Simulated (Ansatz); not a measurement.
# How fast states decay through Bi2ClO2F, part 2 of 4

Wanted: the relaxed cell of Bi2ClO2F, its band edges and its decay constants. It is built by putting F for part of the Cl in the BiClO structure of space group P4/nmm, with the volume rescaled by atomic radii. The parent structure comes from the Materials Project.

Ansatz 0.2.0; LDA DFT, plane waves, PAW files (the session's first sound run).

So far. Step 2 (Relaxing the new crystal): The largest force component on a free atom ends at 0.0054 eV/Å.

The structure was built from a prototype and need not be the compound's stable phase.

## (3) Band edges

The energy window and the wavevectors of the next steps follow from the band edges, so these are searched first, off the mesh as well.

The input, input.yaml:

```yaml
crystal:
  lattice:
    - [3.7436761872, 0.0, 0.0]
    - [0.0, 3.7436761872, 0.0]
    - [0.0, 0.0, 7.0854303684]
  atoms:
    - { symbol: Bi, position: [0.0, 0.5, 0.8380395815] }
    - { symbol: Bi, position: [0.5, 0.0, 0.1985607932] }
    - { symbol: Cl, position: [0.5, 0.0, 0.6362548881] }
    - { symbol: F, position: [0.0, 0.5, 0.2993633462] }
    - { symbol: O, position: [0.0, 0.0, 0.0138906955] }
    - { symbol: O, position: [0.5, 0.5, 0.0138906955] }
kpoints:
  mp_grid: { grid: [6, 6, 4] }
  band_path: { path: [VBM, CBM], npoints: 30 }
scf:
  occupations: { method: fixed }
hamiltonian:
  xc: lda
output:
  eigenvalues: true
  write_potential: true
  write_density: true
  volumetric_format: npy
  elf: true
```

Launch:

```
$ ansatz run input.yaml --threads 2 --pin off --max-ram 4096MiB --backend cpu --events-out ev --progress --plain --runs-dir out
```

Numbers of over 12 decimals in the logs are rounded to 6 here.

Log:

```text
[...]
Crystal: 6 atoms, lattice volume = 99.303 Å³
Basis set: ecut = 420 eV, 1959 PW (Γ)
Bands: 34, of which v1, the nominal top of the filled ones, is band 28 counted from 1 (27 counted from 0)
Symmetry: 8 space group operations
[...]
k-points: 30 of 144 (time reversal used)
[...]
SCF iter   1: F=—  HF=-27121.541445 eV  |F-HF|=—  |Δ(HF+E_count)|=         —  Δρ=1.54e-2  dr2=2.05e-1  ethr=1.77e-3  ⟨swp⟩=5.0  Hψ=3670  notcnv=0  defer=117
[...]
SCF iter   8: F=-27121.486825 eV  HF=-27121.486825 eV  |F-HF|=2.36e-10  |Δ(HF+E_count)|=   7.20e-8  Δρ=2.80e-6  dr2=9.88e-9  ethr=1.79e-10  ⟨swp⟩=8.2  Hψ=3598  notcnv=0
SCF 1 converged in 8 iterations: F = -27121.486825 eV  dr2 = 9.88e-9
[...]
NSCF: frozen V_eff on 40 k-points
[...]
SCF converged after 8 iterations
Free energy (F): -27121.486825 eV
[...]
Internal energy: -27121.486825 eV  (E = F + TS)
E sigma→0 (E₀):  -27121.486825 eV
Fermi energy:    7.987334 eV
[...]
--- Band table (eV; the first three rows and the last of 30) ---
  k-point 0: bands = [... 24 lower, 6.4560, 6.7658, 6.7658, 7.4229, 11.4411, 12.0158, 13.4753, 13.4753, ... 2 higher]
  k-point 1: bands = [... 24 lower, 6.6528, 6.7976, 6.7976, 7.5340, 11.2690, 11.6292, 13.6105, 13.6105, ... 2 higher]
  k-point 2: bands = [... 24 lower, 6.8311, 6.8311, 6.8977, 7.6401, 11.0590, 11.2905, 13.7762, 13.7762, ... 2 higher]
  k-point 29: bands = [... 24 lower, 6.2155, 6.3539, 7.4229, 7.4636, 12.1187, 12.1187, 14.1405, 14.9350, ... 2 higher]
```

It took 24 s on 2 threads of Arm Neoverse V2, shared host; peak memory 0.39 GiB; 48 s of CPU time.

The column dr2 measures how far the density is from self-consistency, as an energy; F and HF (Harris–Foulkes) agree once it is small.

This step gave:

```yaml
fermi_energy: 7.987 eV
gap_on_the_k_mesh: 3.072 eV
gap_on_path: 3.059 eV, by band count; negative where bands overlap
direct_gap_on_path: 3.419 eV
edge_places_on_path: 0, 0.7987 1/A along the path
```

The electronic bands at the labelled points (eV, zero at the Fermi level (highest filled level under fixed occupations); v1 is the highest filled band, c1 the lowest empty one):

```tsv
point	v4	v3	v2	v1	c1	c2	c3	c4
VBM	-1.29	-1.21	-0.54	0.01	4.17	4.83	5.53	5.94
halfway	-1.31	-1.30	-0.86	-0.21	4.12	4.48	5.14	5.57
CBM	-1.16	-1.16	-1.09	-0.35	3.07	3.30	5.79	5.79
```

Valence density in the ac plane at fractional y = 0.000, with atoms of Bi and Cl and O within 0.2 Å of it. It is the smooth field of the valence electrons, not physical close to the nuclei.

Ten even steps from '0' (0.0 e/Å³) to '9' (7.6 e/Å³), each cell a mean:
```
64100000000024
21000000000011
00000000000000
00000000000000
00000000000000
00000011000000
00000122210000
00001211221000
00001210121000
00001211211000
00000112110000
00000001000000
00000000000000
00000000000000
00000000000000
00000000000000
00000133210000
00001467531000
00002699852000
00002589841000
00001356521000
32100122210012
85200000000136
97300000000147
```
Columns run along a (3.7 Å), rows up along c (7.1 Å). Atoms in or near the plane, at fractional coordinates: Bi at (0.50, 0.20), Cl at (0.50, 0.64), O at (0.00, 0.01).

Electrostatic potential energy in the ac plane at fractional y = 0.000, with atoms of Bi and Cl and O within 0.2 Å of it. With pseudopotentials it is smooth inside the atoms' cores, unlike the true potential.

Ten even steps from '_' (-74 eV) to '@' (14 eV), each cell a mean:
```
==++##@@@@@@@@@@@@@@@@@@##++
##%%@@@@@@@@@@@@@@@@@@@@@@##
@@@@@@@@@@@@@@@@@@@@@@@@@@@@
@@@@@@@@@@@@@@@@@@@@@@@@@@@@
@@@@@@@@@@@@@@@@@@@@@@@@@@@@
@@@@@@@@@@@@%%%%%%@@@@@@@@@@
@@@@@@@@%%**++==++##%%@@@@@@
@@@@@@@@##++------++%%@@@@@@
@@@@@@@@##==--::--++##@@@@@@
@@@@@@@@##++----==++%%@@@@@@
@@@@@@@@@@##**++**%%@@@@@@@@
@@@@@@@@@@@@%%%%%%@@@@@@@@@@
@@@@@@@@@@@@@@@@@@@@@@@@@@@@
@@@@@@@@@@@@@@@@@@@@@@@@@@@@
@@@@@@@@@@@@@@@@@@@@@@@@@@@@
@@@@@@@@%%%%####%%%%@@@@@@@@
@@@@@@%%##++----==**%%@@@@@@
@@@@@@%%**::______--**%%@@@@
@@@@@@##==________..++%%@@@@
@@@@@@##==________..++%%@@@@
@@@@@@%%**--____..==##%%@@@@
**##%%%%%%**====++**%%@@%%##
--==##@@@@%%%%##%%%%@@%%**==
::==**@@@@@@@@@@@@@@@@%%++--
```
Columns run along a (3.7 Å; values clipped at the 3rd and 97th percentile), rows up along c (7.1 Å). Atoms in or near the plane, at fractional coordinates: Bi at (0.50, 0.20), Cl at (0.50, 0.64), O at (0.00, 0.01).

ELF in the ac plane at fractional y = 0.000, with atoms of Bi and Cl and O within 0.2 Å of it. It is the smooth field of the valence electrons, not physical close to the nuclei.

Ten even steps from '_' (0.01) to '@' (0.87), each cell a mean:
```
##%%%%**--________..--##@@%%
@@%%##==..__________::++%%%%
**++--..______________::==++
::....____..----::..____..::
______..--**##%%##++--..____
____..==##@@@@@@@@%%##--..__
____--##@@@@@@@@@@@@@@**::__
__..++%%@@@@##++##@@@@%%==..
__..**@@@@%%++--**@@@@%%++..
__..++@@@@@@##**%%@@@@%%==..
__..==%%@@@@@@@@@@@@@@##--__
____::**%%@@@@@@@@@@##++::__
______..--==++++++==--..____
________......::....________
______..::----------::..____
____..--==++++++++++==::____
____::==++++++==++++++==..__
____::==++==::..::==++==..__
__..::====::..--..--++--....
--::::--==::..::..--==::::::
####==::----::::--==--::++##
@@@@##==::--======--::++%%@@
**%%@@**--::::--::::--%%@@##
--##@@##--..........==%%%%**
```
Columns run along a (3.7 Å), rows up along c (7.1 Å). Atoms in or near the plane, at fractional coordinates: Bi at (0.50, 0.20), Cl at (0.50, 0.64), O at (0.00, 0.01).

The searched edges give 3.06 eV, against 3.07 eV on the mesh.

## (4) Complex bands, plane (100), k-mesh 6×4×6

This step: LDA DFT, plane waves, PAW files; complex bands by layer matching along the plane's normal (Ansatz 0.2.0).

The same crystal is laid in a cell whose first two vectors span the (100) plane (indices of the standard conventional cell, whose axes can be ordered otherwise than in the bulk input). At fixed energy and wavevector in the plane the solver finds all kz, real and complex. A few wavevectors are listed, (0, 0), (0, -0.5) and (0.3958, 0) in units of the plane's reciprocal vectors; the slowest state needn't be among them.

The input, input.yaml:

```yaml
crystal:
  lattice:
    - [3.743676187, 0.0, 0.0]
    - [0.0, 7.085430368, 0.0]
    - [0.0, 0.0, 3.743676187]
  atoms:
    - { symbol: Bi, position: [0.5, 0.8380395815, 0.0] }
    - { symbol: Bi, position: [0.0, 0.1985607932, 0.5] }
    - { symbol: Cl, position: [0.0, 0.6362548881, 0.5] }
    - { symbol: F, position: [0.5, 0.2993633462, 0.0] }
    - { symbol: O, position: [0.0, 0.0138906955, 0.0] }
    - { symbol: O, position: [0.5, 0.0138906955, 0.5] }
kpoints:
  mp_grid: { grid: [6, 4, 6] }
scf:
  occupations: { method: fixed }
hamiltonian:
  xc: lda
output:
  eigenvalues: true
  transmission:
    leads: [[0, 0]]
    kpoints: [[0.0, 0.0], [0.0, -0.5], [0.3958, 0.0]]
    e_range: [-1.0, 4.06]
    de: 0.1
```

Log:

```text
[...]
Crystal: 6 atoms, lattice volume = 99.303 Å³
Basis set: ecut = 420 eV, 1959 PW (Γ)
Bands: 34, of which v1, the nominal top of the filled ones, is band 28 counted from 1 (27 counted from 0)
Symmetry: 8 space group operations
[...]
k-points: 30 of 144 (time reversal used)
[...]
SCF iter   1: F=—  HF=-27121.541351 eV  |F-HF|=—  |Δ(HF+E_count)|=         —  Δρ=1.54e-2  dr2=2.05e-1  ethr=1.77e-3  ⟨swp⟩=5.0  Hψ=3672  notcnv=0  defer=117
[...]
SCF iter   8: F=-27121.486825 eV  HF=-27121.486825 eV  |F-HF|=2.40e-10  |Δ(HF+E_count)|=   7.14e-8  Δρ=2.81e-6  dr2=9.89e-9  ethr=1.79e-10  ⟨swp⟩=8.3  Hψ=3606  notcnv=0
SCF 1 converged in 8 iterations: F = -27121.486825 eV  dr2 = 9.89e-9
[...]
transmission: 8 of 24 steps passed
transmission: 16 of 24 steps passed
transmission: 24 of 24 steps passed
SCF converged after 8 iterations
Free energy (F): -27121.486825 eV
[...]
Internal energy: -27121.486825 eV  (E = F + TS)
E sigma→0 (E₀):  -27121.486825 eV
Fermi energy:    7.987334 eV
[...]
--- Band table (eV; the first three rows and the last of 30) ---
  k-point 0: bands = [... 24 lower, 6.4560, 6.7658, 6.7658, 7.4229, 11.4411, 12.0158, 13.4753, 13.4753, ... 2 higher]
  k-point 1: bands = [... 24 lower, 6.6384, 6.6793, 6.8887, 7.7221, 12.0892, 12.4196, 13.1681, 13.4393, ... 2 higher]
  k-point 2: bands = [... 24 lower, 6.7309, 6.7574, 7.3120, 7.9805, 12.2007, 13.0498, 13.4500, 13.6545, ... 2 higher]
  k-point 29: bands = [... 24 lower, 6.2155, 6.3539, 7.4229, 7.4636, 12.1187, 12.1187, 14.1405, 14.9350, ... 2 higher]
--- Transmission ---
  basis      : 239 plane waves across, 8 finite elements along
  points     : 3, as listed
  energies   : 51 from -1.000000 to 4.000000 eV about the Fermi level, 0.100000 eV apart; the leads are filled to 1.535835 eV, and channels, transmission and decay are at 1.500000 eV
  crystal 0  : Bi2F1O2Cl1, at the sites [0, 0], period 3.7437 Å: whole cells are its period
    offset         : up to 0.0000 Å between an atom of the period and one for which it stands
    channels       : 0.000000e0 a spin
    conductance    : none, the energies end too early or step too widely for 300 K: set another output.transmission.e_range or a lower de, or, where they end at an eighth of basis.ecutwfc, a higher one
    slowest decay  : 0.3075 /Å at (0.0000, -0.5000)
```

Wall time 78 s (2 threads); peak memory 0.74 GiB.

This step gave:

| Property | Result |
| --- | --- |
| level to which the leads are filled | 1.536 eV from the Fermi level |
| decay constant at the filling level, zone centre | 0.3347 Å⁻¹ |
| decay constant at the filling level, slowest listed point | 0.3075 Å⁻¹ |

K parallel (0, 0); values up to 1.5 1/Å, a degenerate pair printed once or twice; energies at which all values exceed this have no row. Table of Im kz of the slowest decaying states by energy, zero at the highest filled level on the SCF mesh:

```tsv
energy (eV)	decay 1 (Å⁻¹)	decay 2 (Å⁻¹)	decay 3 (Å⁻¹)	decay 4 (Å⁻¹)
-1.00	0.122	0.258	0.266	0.343
-0.80	0.128	0.345	0.354	0.355
-0.60	0.0651	0.361	0.410	0.429
-0.40	0.0710	0.362	0.462	0.497
-0.20	0.180	0.361	0.507	0.547
0.00	0.360	0.539	0.547	0.635
0.20	0.287	0.359	0.527	0.582
0.40	0.358	0.396	0.501	0.545
0.60	0.356	0.470	0.482	0.521
0.80	0.354	0.480	0.506	0.509
1.00	0.350	0.490	0.495	0.528
1.20	0.345	0.485	0.498	0.541
1.40	0.339	0.475	0.503	0.550
1.60	0.330	0.465	0.506	0.556
1.80	0.320	0.454	0.508	0.560
2.00	0.308	0.442	0.507	0.561
2.20	0.293	0.428	0.505	0.560
2.40	0.275	0.412	0.500	0.558
2.60	0.254	0.395	0.493	0.510
2.80	0.228	0.374	0.474	0.484
3.00	0.194	0.350	0.443	0.471
3.20	0.149	0.322	0.411	0.456
3.40	0.0703	0.287	0.378	0.436
3.60	0.244	0.340	0.410	0.656
3.80	0.184	0.293	0.376	0.654
4.00	0.0670	0.219	0.327	0.631
```

K parallel (0, -0.5); values up to 1.5 1/Å, a degenerate pair printed once or twice; energies at which all values exceed this have no row. The Im kz of the slowest decaying states by energy, zero at the highest filled level on the SCF mesh:

```tsv
energy (eV)	decay 1 (Å⁻¹)	decay 2 (Å⁻¹)	decay 3 (Å⁻¹)	decay 4 (Å⁻¹)
-1.00	0.107	0.239	0.335	0.463
-0.80	0.143	0.337	0.387	0.415
-0.50	0.142	0.237	0.397	0.434
-0.20	0.242	0.389	0.499	0.506
0.00	0.165	0.378	0.461	0.510
0.20	0.357	0.383	0.422	0.581
0.50	0.338	0.399	0.425	0.626
0.80	0.330	0.386	0.447	0.631
1.00	0.325	0.376	0.456	0.636
1.20	0.319	0.366	0.461	0.642
1.50	0.308	0.346	0.462	0.650
1.80	0.292	0.322	0.458	0.658
2.00	0.278	0.302	0.452	0.664
2.20	0.260	0.280	0.444	0.670
2.50	0.223	0.241	0.426	0.680
2.80	0.160	0.195	0.403	0.693
3.00	0.0843	0.155	0.383	0.702
3.20	0.0920	0.359	0.697	0.711
3.50	0.275	0.351	0.688	0.722
3.80	0.149	0.332	0.684	0.696
4.00	0.300	0.658	0.675	0.727
```

K parallel (0.3958, 0); values up to 1.5 1/Å, a degenerate pair printed once or twice; energies at which all values exceed this have no row. Im kz of the slowest decaying states against energy, zero at the highest filled level on the SCF mesh:

```tsv
energy (eV)	decay 1 (Å⁻¹)	decay 2 (Å⁻¹)	decay 3 (Å⁻¹)	decay 4 (Å⁻¹)
-1.00	0.210	0.426	0.463	0.514
-0.80	0.255	0.306	0.411	0.619
-0.50	0.152	0.157	0.259	0.671
-0.20	0.293	0.324	0.728	0.755
0.00	0.352	0.363	0.682	0.791
0.20	0.183	0.392	0.399	0.643
0.50	0.305	0.431	0.457	0.575
0.80	0.385	0.503	0.531	0.731
1.00	0.403	0.530	0.537	0.719
1.20	0.420	0.541	0.554	0.705
1.50	0.448	0.540	0.584	0.681
1.80	0.496	0.518	0.607	0.658
2.00	0.493	0.544	0.618	0.643
2.20	0.485	0.488	0.626	0.628
2.50	0.453	0.480	0.607	0.631
2.80	0.430	0.467	0.585	0.630
3.00	0.415	0.456	0.570	0.624
3.20	0.399	0.441	0.553	0.614
3.50	0.373	0.410	0.526	0.587
3.80	0.341	0.355	0.497	0.540
4.00	0.274	0.316	0.478	0.500
```

At the listed wavevectors the last open channel is at +0.00 eV and the next at +3.10 eV on the grid. At +1.50 eV, the grid energy nearest the filling level (the middle of the gap on the SCF mesh), the slowest state at the listed wavevectors decays with κ = 0.307 Å⁻¹, its amplitude falling by e over 3.3 Å. Through 1 nm of this crystal that state's transmission falls by exp(−2 × 0.307 Å⁻¹ × 10 Å) = 0.0021.

## (5) Decay over the two-dimensional zone

The listed points could miss the slowest state, so one energy near mid-gap is solved on a mesh of 8×4.

Edit input.yaml of step 4 so:

```diff
@@ -20,6 +20,2 @@
   eigenvalues: true
-  transmission:
-    leads: [[0, 0]]
-    kpoints: [[0.0, 0.0], [0.0, -0.5], [0.3958, 0.0]]
-    e_range: [-1.0, 4.06]
-    de: 0.1
+  transmission: { leads: [[0, 0]], kmesh: [8, 4], e_range: [1.53, 1.54], de: 0.05 }
```

Log:

```text
[...]
Crystal: 6 atoms, lattice volume = 99.303 Å³
Basis set: ecut = 420 eV, 1959 PW (Γ)
Bands: 34, of which v1, the nominal top of the filled ones, is band 28 counted from 1 (27 counted from 0)
Symmetry: 8 space group operations
[...]
k-points: 30 of 144 (time reversal used)
[...]
SCF iter   1: F=—  HF=-27121.541351 eV  |F-HF|=—  |Δ(HF+E_count)|=         —  Δρ=1.54e-2  dr2=2.05e-1  ethr=1.77e-3  ⟨swp⟩=5.0  Hψ=3672  notcnv=0  defer=117
[...]
SCF iter   8: F=-27121.486825 eV  HF=-27121.486825 eV  |F-HF|=2.40e-10  |Δ(HF+E_count)|=   7.14e-8  Δρ=2.81e-6  dr2=9.89e-9  ethr=1.79e-10  ⟨swp⟩=8.3  Hψ=3606  notcnv=0
SCF 1 converged in 8 iterations: F = -27121.486825 eV  dr2 = 9.89e-9
[...]
transmission: 14 of 105 steps passed
transmission: 28 of 105 steps passed
[...]
transmission: 105 of 105 steps passed
SCF converged after 8 iterations
Free energy (F): -27121.486825 eV
[...]
Internal energy: -27121.486825 eV  (E = F + TS)
E sigma→0 (E₀):  -27121.486825 eV
Fermi energy:    7.987334 eV
[...]
--- Band table (eV; the first three rows and the last of 30) ---
  k-point 0: bands = [... 24 lower, 6.4560, 6.7658, 6.7658, 7.4229, 11.4411, 12.0158, 13.4753, 13.4753, ... 2 higher]
  k-point 1: bands = [... 24 lower, 6.6384, 6.6793, 6.8887, 7.7221, 12.0892, 12.4196, 13.1681, 13.4393, ... 2 higher]
  k-point 2: bands = [... 24 lower, 6.7309, 6.7574, 7.3120, 7.9805, 12.2007, 13.0498, 13.4500, 13.6545, ... 2 higher]
  k-point 29: bands = [... 24 lower, 6.2155, 6.3539, 7.4229, 7.4636, 12.1187, 12.1187, 14.1405, 14.9350, ... 2 higher]
--- Transmission ---
  basis      : 239 plane waves across, 7 finite elements along
  points     : 15, standing for a mesh of 8 x 4
  energies   : 1 from 1.530000 to 1.530000 eV about the Fermi level; the leads are filled to 1.535835 eV, and channels, transmission and decay are at 1.530000 eV
[...]
channels       : 0.000000e0 a spin
    conductance    : none, crystal 0 has no channel at the energies, or these end too early or step too widely for 300 K: set another output.transmission.e_range or a lower de, or, where they end at an eighth of basis.ecutwfc, a higher one
    slowest decay  : 0.3062 /Å at (0.0000, 0.5000)
```

Wall time 25 s (2 threads); peak memory 0.68 GiB.

Numbers from this step:

- least decay constant on the mesh: 0.3062 Å⁻¹

Slowest decay constant (1/Å; 0 where a channel is open) over k1 and k2. At 1.5300 eV from the Fermi level.

Values, 4 rows by 8 columns:
```
0.452 0.474 0.427 0.403 0.316 0.403 0.427 0.474
0.431 0.453 0.483 0.429 0.334 0.429 0.483 0.453
0.452 0.474 0.427 0.403 0.316 0.403 0.427 0.474
0.424 0.439 0.387 0.376 0.306 0.376 0.387 0.439
```
Columns: k1 (b1) from -0.5 to 0.375; rows upwards: k2 (b2) from -0.5 to 0.25.

The least value on the mesh is 0.306 Å⁻¹ at +1.53 eV. At that energy the listed points give about 0.306 Å⁻¹ by interpolation, so the mesh holds no clearly slower state.

(Part 2 of 4 ends here.)

[Logs are printed without paths, hosts, clocks, repeated set-up lines and the standing remarks that a program may print on its own settings, such as how far it seeks lower states.]

[Hosts, paths, dates, database ids (printed as entryN), source tags and the programs' standing remarks are cut or masked in the printed files.]
